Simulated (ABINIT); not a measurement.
# SiC (P6_3mc): G0W0 with ABINIT, start to end, part 2 of 3

How does a plane-wave GW calculation on SiC (P6_3mc) run from the first input to the gap?

ABINIT 10.8.3; PBE and many-body steps on it, plane waves. Known limits of the many-body steps: not at the basis limit; coarse k mesh.

So far. Step 2 (Ground state): The gap is indirect, with the least direct gap 1.71 eV higher.

**3. Bands along the symmetry lines**

Level of this step: DFT, PBE, plane waves, norm-conserving pseudopotentials (ABINIT).

Levels along a band path, at the cheap level, show where the edges lie and whether the meshes to come will hold them.

File run.abi:

```
acell 3*1.0 Angstrom
rprim 
  3.073513928196 0.000000000001 0.000000000000
  -1.536756964099 2.661741140703 0.000000000000
  0.000000000000 0.000000000000 5.045247710000
ntypat 2
znucl 14 6
natom 4
typat 1 1 2 2
xred 
  0.333333333333 0.666666666667 0.499602400000
  0.666666666667 0.333333333333 0.999602400000
  0.333333333333 0.666666666667 0.875397600000
  0.666666666667 0.333333333333 0.375397600000
pp_dirpath "pseudos"
pseudos "Si.upf, C.upf"
ecut 37
iscf -2
irdden 1
kptopt 0
nkpt 75
kpt 
  0.00000000 0.00000000 0.00000000
  0.06250000 0.00000000 0.00000000
  0.12500000 0.00000000 0.00000000
  0.18750000 0.00000000 0.00000000
  0.25000000 0.00000000 0.00000000
  0.31250000 0.00000000 0.00000000
  0.37500000 0.00000000 0.00000000
  0.43750000 0.00000000 0.00000000
  0.50000000 0.00000000 0.00000000
  0.47916667 0.04166667 0.00000000
  0.45833333 0.08333333 0.00000000
  0.43750000 0.12500000 0.00000000
  0.41666666 0.16666666 0.00000000
  0.39583333 0.20833333 0.00000000
  0.37500000 0.25000000 0.00000000
  0.35416666 0.29166666 0.00000000
  0.33333333 0.33333333 0.00000000
  0.29166666 0.29166666 0.00000000
  0.25000000 0.25000000 0.00000000
  0.20833333 0.20833333 0.00000000
  0.16666666 0.16666666 0.00000000
  0.12500000 0.12500000 0.00000000
  0.08333333 0.08333333 0.00000000
  0.04166667 0.04166667 0.00000000
  0.00000000 0.00000000 0.00000000
  0.00000000 0.00000000 0.06250000
  0.00000000 0.00000000 0.12500000
  0.00000000 0.00000000 0.18750000
  0.00000000 0.00000000 0.25000000
  0.00000000 0.00000000 0.31250000
  0.00000000 0.00000000 0.37500000
  0.00000000 0.00000000 0.43750000
  0.00000000 0.00000000 0.50000000
  0.06250000 0.00000000 0.50000000
  0.12500000 0.00000000 0.50000000
  0.18750000 0.00000000 0.50000000
  0.25000000 0.00000000 0.50000000
  0.31250000 0.00000000 0.50000000
  0.37500000 0.00000000 0.50000000
  0.43750000 0.00000000 0.50000000
  0.50000000 0.00000000 0.50000000
  0.47916667 0.04166667 0.50000000
  0.45833333 0.08333333 0.50000000
  0.43750000 0.12500000 0.50000000
  0.41666666 0.16666666 0.50000000
  0.39583333 0.20833333 0.50000000
  0.37500000 0.25000000 0.50000000
  0.35416666 0.29166666 0.50000000
  0.33333333 0.33333333 0.50000000
  0.29166666 0.29166666 0.50000000
  0.25000000 0.25000000 0.50000000
  0.20833333 0.20833333 0.50000000
  0.16666666 0.16666666 0.50000000
  0.12500000 0.12500000 0.50000000
  0.08333333 0.08333333 0.50000000
  0.04166667 0.04166667 0.50000000
  0.00000000 0.00000000 0.50000000
  0.50000000 0.00000000 0.50000000
  0.50000000 0.00000000 0.43750000
  0.50000000 0.00000000 0.37500000
  0.50000000 0.00000000 0.31250000
  0.50000000 0.00000000 0.25000000
  0.50000000 0.00000000 0.18750000
  0.50000000 0.00000000 0.12500000
  0.50000000 0.00000000 0.06250000
  0.50000000 -0.00000000 0.00000000
  0.33333333 0.33333333 0.50000000
  0.33333333 0.33333333 0.43750000
  0.33333333 0.33333333 0.37500000
  0.33333333 0.33333333 0.31250000
  0.33333333 0.33333333 0.25000000
  0.33333333 0.33333333 0.18750000
  0.33333333 0.33333333 0.12500000
  0.33333333 0.33333333 0.06250000
  0.33333333 0.33333333 0.00000000
istwfk *1
nband 15
nbdbuf 2
tolwfr 1e-08
nstep 40
prtwf 0
prtvol 0
indata_prefix "in"
outdata_prefix "out"
tmpdata_prefix "tmp"
```

Launch:

```console
> OMP_NUM_THREADS=1 mpirun -n 4 abinit run.abi > log
```

Numbers of over 12 decimals in the logs are rounded to 6 here.

What it wrote:

```text
.Version 10.8.3 of ABINIT. v10.8.2 released Aug 2026.

 Symmetries : space group P6_3 m c (#186); Bravais hP (primitive hexag.)
[... echo of the input left out ...]
== DATASET  1 ==================================================================
-   mpi_nproc: 4, omp_nthreads: 1 (-1 if OMP is not activated)

--- !DatasetInfo
iteration_state: {dtset: 1, }
dimensions: {natom: 4, nkpt: 75, mband: 15, nsppol: 1, nspinor: 1, nspden: 1, mpw: 3024, }
cutoff_energies: {ecut:  37.0, pawecutdg:  -1.0, }
electrons: {nelect:   1.60000000E+01, charge:   0.00000000E+00, occopt:   1.00000000E+00, tsmear:   1.00000000E-02, }

 Real(R)+Recip(G) space primitive vectors, cartesian coordinates (Bohr,Bohr^-1):
 R(1)=  5.8080996  0.0000000  0.0000000  G(1)=  0.1721734  0.0994043  0.0000000
 R(2)= -2.9040498  5.0299618  0.0000000  G(2)=  0.0000000  0.1988087  0.0000000
 R(3)=  0.0000000  0.0000000  9.5341364  G(3)=  0.0000000  0.0000000  0.1048863
 Unit cell volume ucvol=  2.7853521E+02 bohr^3
 Angles (23,13,12)=  9.00000000E+01  9.00000000E+01  1.20000000E+02 degrees

 getcut: wavevector=  0.0000  0.0000  0.0000  ngfft=  32  32  54
         ecut(hartree)=     37.000   => boxcut(ratio)=   2.01210

--- Pseudopotential description ------------------------------------------------
- Si Generated using ONCVPSP code by D. R. Hamann
- 14.00000   4.00000  171031                  znucl, zion, pspdat
12 -101130 2 -1 1510                          pspcod,pspxc,lmax,lloc,mmax
     nproj     2     2     2
  pspatm : epsatm=    9.34321561
         --- l  ekb(1:nproj) -->
             0    5.168965    0.829883
             1    2.571282    0.578307
             2   -2.427311   -0.488097
 pspatm: atomic psp has been read  and splines computed

- C Generated using ONCVPSP code by D. R. Hamann
-  6.00000   4.00000  171031                  znucl, zion, pspdat
12 -101130 1 -1 1248                          pspcod,pspxc,lmax,lloc,mmax
     nproj     2     2     0
  pspatm : epsatm=    4.31346680
         --- l  ekb(1:nproj) -->
[...]
pspatm: atomic psp has been read  and splines computed

--------------------------------------------------------------------------------

================================================================================
 prteigrs : about to open file out_EIG
 Non-SCF case, kpt    1 (  0.00000  0.00000  0.00000), residuals and eigenvalues=
  2.52E-09  6.76E-09  9.65E-09  2.15E-09  7.33E-09  4.75E-09  2.52E-09  8.15E-09
  4.37E-09  5.05E-09  2.54E-09  5.69E-09  6.22E-09  7.21E-09  7.81E-09
 -3.1539E-01 -1.8408E-01 -6.2808E-02  2.0921E-01  2.0921E-01  2.5351E-01
  2.5768E-01  2.5768E-01  4.3483E-01  4.8624E-01  5.0324E-01  5.0324E-01
[...]
Non-SCF case, kpt    2 (  0.06250  0.00000  0.00000), residuals and eigenvalues=
  2.65E-09  2.22E-09  3.24E-09  5.88E-09  4.61E-09  4.15E-09  9.65E-09  8.02E-09
[...]
Non-SCF case, kpt   74 (  0.33333  0.33333  0.06250), residuals and eigenvalues=
[...]
Non-SCF case, kpt   75 (  0.33333  0.33333  0.00000), residuals and eigenvalues=
[...]
-1.4978E-01 -1.4978E-01  9.4070E-03  2.7314E-02  2.7314E-02  1.0872E-01
  1.0872E-01  1.1650E-01  3.4129E-01  5.5836E-01  5.8348E-01  5.8348E-01
[...]
--- !ResultsGS
iteration_state: {dtset: 1, }
comment   : Summary of ground state results
lattice_vectors:
- [  5.8080996,   0.0000000,   0.0000000, ]
- [ -2.9040498,   5.0299618,   0.0000000, ]
- [  0.0000000,   0.0000000,   9.5341364, ]
lattice_lengths: [   5.80810,    5.80810,    9.53414, ]
lattice_angles: [ 90.000,  90.000, 120.000, ] # degrees, (23, 13, 12)
lattice_volume:   2.7853521E+02
convergence: {deltae:  0.000E+00, res2:  0.000E+00, residm:  9.976E-09, diffor:  0.000E+00, }
etotal    :  -2.05387368E+01
entropy   :   0.00000000E+00
fermie    :   2.57677472E-01
cartesian_stress_tensor: null
pressure_GPa: null
xred      :
- [  3.3333E-01,   6.6667E-01,   4.9960E-01, Si]
- [  6.6667E-01,   3.3333E-01,   9.9960E-01, Si]
- [  3.3333E-01,   6.6667E-01,   8.7540E-01,  C]
- [  6.6667E-01,   3.3333E-01,   3.7540E-01,  C]
cartesian_forces: null
force_length_stats: {min: null, max: null, mean: null, }

 Integrated electronic density in atomic spheres:
 ------------------------------------------------
 Atom  Sphere_radius  Integrated_density
[...]
================================================================================

 ----iterations are completed or convergence reached----

 Mean square residual over all n,k,spin=   52.777E-10; max=  99.759E-10
 reduced coordinates (array xred) for    4 atoms
[...]
0.333333333333      0.666666666667      0.875397600000
       0.666666666667      0.333333333333      0.375397600000

 cartesian coordinates (angstrom) at end:
    1     -6.7e-13     1.774494     2.520618
    2      1.536757     0.887247     5.043242
    3     -6.7e-13     1.774494     4.416598
    4      1.536757     0.887247     1.893974
 length scales=  1.889726125908  1.889726125908  1.889726125908 bohr
              =  1.000000000000  1.000000000000  1.000000000000 angstroms
 prteigrs : about to open file out_EIG
 Eigenvalues (hartree) for nkpt=  75  k points:
 kpt#   1, nband= 15, wtk=  1.00000, kpt=  0.0000  0.0000  0.0000 (reduced coord)
[...]
kpt#   2, nband= 15, wtk=  1.00000, kpt=  0.0625  0.0000  0.0000 (reduced coord)
[...]
kpt#   3, nband= 15, wtk=  1.00000, kpt=  0.1250  0.0000  0.0000 (reduced coord)
[...]
kpt#  74, nband= 15, wtk=  1.00000, kpt=  0.3333  0.3333  0.0625 (reduced coord)
  -0.14943   -0.14943    0.01007    0.02395    0.02395    0.11297    0.11297    0.11460
   0.34448    0.55781    0.57151    0.57151    0.61901    0.61901    0.68683
 kpt#  75, nband= 15, wtk=  1.00000, kpt=  0.3333  0.3333  0.0000 (reduced coord)
  -0.14978   -0.14978    0.00941    0.02731    0.02731    0.10872    0.10872    0.11650
   0.34129    0.55836    0.58348    0.58348    0.61314    0.61314    0.68177

== END DATASET(S) ==============================================================
================================================================================

 -outvars: echo values of variables after computation  --------
            nband          15
             nkpt          75
          spgroup         186
 [... the other variables as echoed above ...]

 Calculation completed.
```

The job ended after 13 s (4 MPI ranks of Arm Neoverse V1, shared host; peak memory 0.29 GiB; 52 s of CPU time).

Numbers from this step:

```yaml
gap: 2.275 eV
k_of_the_valence_top: 0, 0, 0
k_of_the_conduction_bottom: 0.3333, 0.3333, 0
least_direct_gap: 3.985 eV
```

The gap is 2.275 eV, as in the run before at this level.

Electronic bands along the path, in eV, zero at the top of the highest filled band; v1 is the highest filled band, c1 the lowest empty one:

```tsv
point	v4	v3	v2	v1	c1	c2	c3	c4
Γ	-1.32	-0.11	0.00	0.00	4.82	6.22	6.68	6.68
halfway	-2.97	-2.53	-1.02	-0.61	4.06	5.85	7.26	7.67
M	-5.45	-3.33	-3.30	-1.20	2.79	4.23	6.90	7.14
halfway	-5.40	-4.67	-3.37	-2.55	3.20	5.17	7.69	8.51
K	-6.27	-4.05	-4.05	-3.84	2.28	8.18	8.87	8.87
halfway	-4.15	-2.82	-1.45	-1.25	5.07	5.82	7.01	7.22
Γ	-1.32	-0.11	0.00	0.00	4.82	6.22	6.68	6.68
halfway	-1.15	-1.15	-0.22	-0.22	5.10	6.80	6.80	7.04
A	-0.71	-0.71	-0.71	-0.71	5.91	5.91	7.37	7.37
halfway	-2.96	-2.96	-1.72	-1.72	4.50	4.50	7.37	7.37
L	-2.45	-2.45	-2.34	-2.34	3.29	3.29	5.27	5.27
halfway	-4.26	-4.26	-1.92	-1.92	4.29	4.29	6.37	6.37
H	-5.66	-5.66	-1.74	-1.74	5.08	5.08	6.02	6.02
halfway	-3.02	-3.02	-2.50	-2.50	5.18	5.18	7.55	7.55
A	-0.71	-0.71	-0.71	-0.71	5.91	5.91	7.37	7.37
jump to L	-2.45	-2.45	-2.34	-2.34	3.29	3.29	5.27	5.27
halfway	-4.15	-3.10	-2.34	-1.63	3.11	3.27	6.64	7.05
M	-5.45	-3.33	-3.30	-1.20	2.79	4.23	6.90	7.14
jump to H	-5.66	-5.66	-1.74	-1.74	5.08	5.08	6.02	6.02
halfway	-6.47	-4.52	-2.82	-2.82	3.50	6.58	6.58	7.84
K	-6.27	-4.05	-4.05	-3.84	2.28	8.18	8.87	8.87
```

**4. Empty states on the mesh, 3×3×4 mesh, 83 bands**

The sums over transitions need many empty states on a uniform mesh; this step solves for them.

File run.abi:

```
acell 3*1.0 Angstrom
rprim 
  3.073513928196 0.000000000001 0.000000000000
  -1.536756964099 2.661741140703 0.000000000000
  0.000000000000 0.000000000000 5.045247710000
ntypat 2
znucl 14 6
natom 4
typat 1 1 2 2
xred 
  0.333333333333 0.666666666667 0.499602400000
  0.666666666667 0.333333333333 0.999602400000
  0.333333333333 0.666666666667 0.875397600000
  0.666666666667 0.333333333333 0.375397600000
pp_dirpath "pseudos"
pseudos "Si.upf, C.upf"
ecut 37
ngkpt 3 3 4
nshiftk 1
shiftk 0 0 0
kptopt 1
chksymbreak 0
irdden 1
istwfk *1
nband 83
prtvol 0
optdriver 6
gwr_task "HDIAGO"
paral_kgb 0
occopt 1
indata_prefix "in"
outdata_prefix "out"
tmpdata_prefix "tmp"
```

What it wrote:

```text
[banner, memory and clock lines left out]
.Version 10.8.3 of ABINIT. v10.8.2 released Aug 2026.

 Symmetries : space group P6_3 m c (#186); Bravais hP (primitive hexag.)
[... echo of the input left out ...]
== DATASET  1 ==================================================================
-   mpi_nproc: 4, omp_nthreads: 1 (-1 if OMP is not activated)

--- !DatasetInfo
iteration_state: {dtset: 1, }
dimensions: {natom: 4, nkpt: 9, mband: 83, nsppol: 1, nspinor: 1, nspden: 1, mpw: 3015, }
cutoff_energies: {ecut:  37.0, pawecutdg:  -1.0, }
electrons: {nelect:   1.60000000E+01, charge:   0.00000000E+00, occopt:   1.00000000E+00, tsmear:   1.00000000E-02, }

.Using double precision arithmetic; gwpc =  8

- Reading GS density from: in_DEN

--- Pseudopotential description ------------------------------------------------
- Si Generated using ONCVPSP code by D. R. Hamann
- 14.00000   4.00000  171031                  znucl, zion, pspdat
12 -101130 2 -1 1510                          pspcod,pspxc,lmax,lloc,mmax
     nproj     2     2     2
  pspatm : epsatm=    9.34321561
         --- l  ekb(1:nproj) -->
             0    5.168965    0.829883
             1    2.571282    0.578307
             2   -2.427311   -0.488097
 pspatm: atomic psp has been read  and splines computed

- C Generated using ONCVPSP code by D. R. Hamann
-  6.00000   4.00000  171031                  znucl, zion, pspdat
12 -101130 1 -1 1248                          pspcod,pspxc,lmax,lloc,mmax
     nproj     2     2     0
  pspatm : epsatm=    4.31346680
         --- l  ekb(1:nproj) -->
             0    6.481548    0.385504
             1   -4.199961   -0.877517
 pspatm: atomic psp has been read  and splines computed

   4.37013837E+02                                ecore*ucvol(ha*bohr**3)

 Total charge density [el/Bohr^3]
)     Maximum=    2.8030E-01  at reduced coord.    0.4063    0.7813    0.9074
)     Minimum=    1.9153E-03  at reduced coord.    0.6563    0.3125    0.0000
   Integrated=    1.6000E+01

 === KS gaps after direct diagonalization ===
 Indirect band gap semiconductor
 Fundamental gap:     2.275 (eV)
   VBM:     7.012 (eV) at k: [ 0.0000E+00,  0.0000E+00,  0.0000E+00]
   CBM:     9.287 (eV) at k: [ 3.3333E-01,  3.3333E-01,  0.0000E+00]
 Direct gap:         4.293 (eV) at k: [ 3.3333E-01,  0.0000E+00,  0.0000E+00]

== END DATASET(S) ==============================================================

 -outvars: echo values of variables after computation  --------
           etotal      0.0000000000E+00
            nband          83
             nkpt           9
          spgroup         186
 [... the other variables as echoed above ...]

 Calculation completed.
```

It took 58 s on 4 MPI ranks; peak memory 2.1 GiB; 3.9 min of CPU time.

This step gave:

| Quantity | Value |
| --- | --- |
| gap | 2.275 eV |
| k of the valence top | 0, 0, 0 |
| k of the conduction bottom | 0.3333, 0.3333, 0 |
| least direct gap | 4.293 eV |
| k points computed | 9 |
| lowest point of the top converged band, above the valence top | 66.8144 eV |

On this mesh the gap is 2.275 eV.

**5. Screening, 3×3×4 mesh, 75 bands, screening to 136.1 eV**

The RPA dielectric matrix is built and inverted for each q.

This step: RPA screening on PBE, plane waves, norm-conserving pseudopotentials.

run.abi: that of step 4 with these lines changed.

```diff
@@ -22,10 +22,11 @@
 chksymbreak 0
-irdden 1
 istwfk *1
-nband 83
-prtvol 0
-optdriver 6
-gwr_task "HDIAGO"
-paral_kgb 0
 occopt 1
+irdwfk 1
+optdriver 3
+nband 75
+ecuteps 5
+inclvkb 2
+awtr 1
+symchi 1
 indata_prefix "in"
```

What it wrote:

```text
.Version 10.8.3 of ABINIT. v10.8.2 released Aug 2026.

 Symmetries : space group P6_3 m c (#186); Bravais hP (primitive hexag.)
[... echo of the input left out ...]
== DATASET  1 ==================================================================
-   mpi_nproc: 4, omp_nthreads: 1 (-1 if OMP is not activated)

--- !DatasetInfo
iteration_state: {dtset: 1, }
dimensions: {natom: 4, nkpt: 9, mband: 75, nsppol: 1, nspinor: 1, nspden: 1, mpw: 3015, }
cutoff_energies: {ecut:  37.0, pawecutdg:  -1.0, }
electrons: {nelect:   1.60000000E+01, charge:   0.00000000E+00, occopt:   1.00000000E+00, tsmear:   1.00000000E-02, }

 SCREENING: Calculation of the susceptibility and dielectric matrices

 Based on a program developped by R.W. Godby, V. Olevano, G. Onida, and L. Reining.
 Incorporated in ABINIT by V. Olevano, G.-M. Rignanese, and M. Torrent.
.Using double precision arithmetic ; gwpc =  8

[... cell and pseudopotentials left out ...]
--------------------------------------------------------------------------------

 ==== K-mesh for the wavefunctions ====
 Number of points in the irreducible wedge :     9
[... list of points left out ...]
 Together with 12 symmetry operations and time-reversal symmetry
 yields    36 points in the full Brillouin Zone.

 ==== Q-mesh for the screening function ====
 Number of points in the irreducible wedge :     9
[... list of points left out ...]
 Together with 12 symmetry operations and time-reversal symmetry
 yields    36 points in the full Brillouin Zone.

 setmesh: FFT mesh size selected  =    20x   20x   36
          total number of points  =        14400

 vcoul_init : cutoff-mode = AUXILIARY_FUNCTION
 q-points for optical limit:   1
     1)      0.000010    0.000020    0.000030

- screening: taking advantage of time-reversal symmetry
- Maximum band index for partially occupied states nbvw = 8
- Remaining bands to be divided among processors   nbcw = 67
- Number of bands treated by each node ~16

 Number of electrons calculated from density =   16.0000; Expected =   16.0000
 average of density, n =  0.057443
 r_s =    1.6078
 omega_plasma =   23.1193 [eV]

 calculating chi0 at frequencies [eV] :
  1    0.000000E+00    0.000000E+00
  2    0.000000E+00    2.311935E+01

--------------------------------------------------------------------------------
  q-point number  1        q = ( 0.000000, 0.000000, 0.000000) [r.l.u.]
--------------------------------------------------------------------------------
[... chi0 elements left out ...]
 For q-point:  0.000010 0.000020 0.000030
  dielectric constant =   9.0102
  dielectric constant without local fields =   9.8511

  Average fulfillment of the sum rule on Im[epsilon] for q-point    1 :     77.45  [%]
[... wings left out ...]
  q-point number  2        q = ( 0.333333, 0.000000, 0.000000) [r.l.u.]
--------------------------------------------------------------------------------
[... chi0 elements left out ...]
  Average fulfillment of the sum rule on Im[epsilon] for q-point    2 :     82.40  [%]

 [... 7 further q-points ...]
```

It took 9.1 s on 4 MPI ranks; peak memory 0.51 GiB; 36 s of CPU time.

This step gave:

- ε∞ with local fields, on this mesh, along the program's q direction: 9.010
- the same without local fields: 9.851
- plasma frequency: 23.12 eV
- plane waves in the screening matrix: 135

Local fields lower ε∞ by 9 %. On a Γ-centred mesh this coarse the value itself is usually too large, while a short band sum pulls it down.

[end of part 2 of 3]

[Paths, hosts, dates, memory and timing lines, banners, echoed tables and standing remarks are left out of the program output.]

[Logs are printed without paths, hosts, clocks, repeated set-up lines and the standing remarks that a program may print on its own settings, such as how far it seeks lower states.]

[Runs of the session that timed out or met a known fault of the program may be left out.]

[Hosts, paths, dates, database ids (printed as entryN), source tags and the programs' standing remarks are cut or masked in the printed files.]

[G0W0 gaps are taken among the corrected bands and points alone; a level outside them can change the order at an edge.]

[Where Ansatz stands beside ABINIT at settings called matched, ABINIT's density can come from a denser mesh and the files from another edition; pairs whose starting gaps differed by over 0.03 eV were left out, so agreement reads better than it is.]
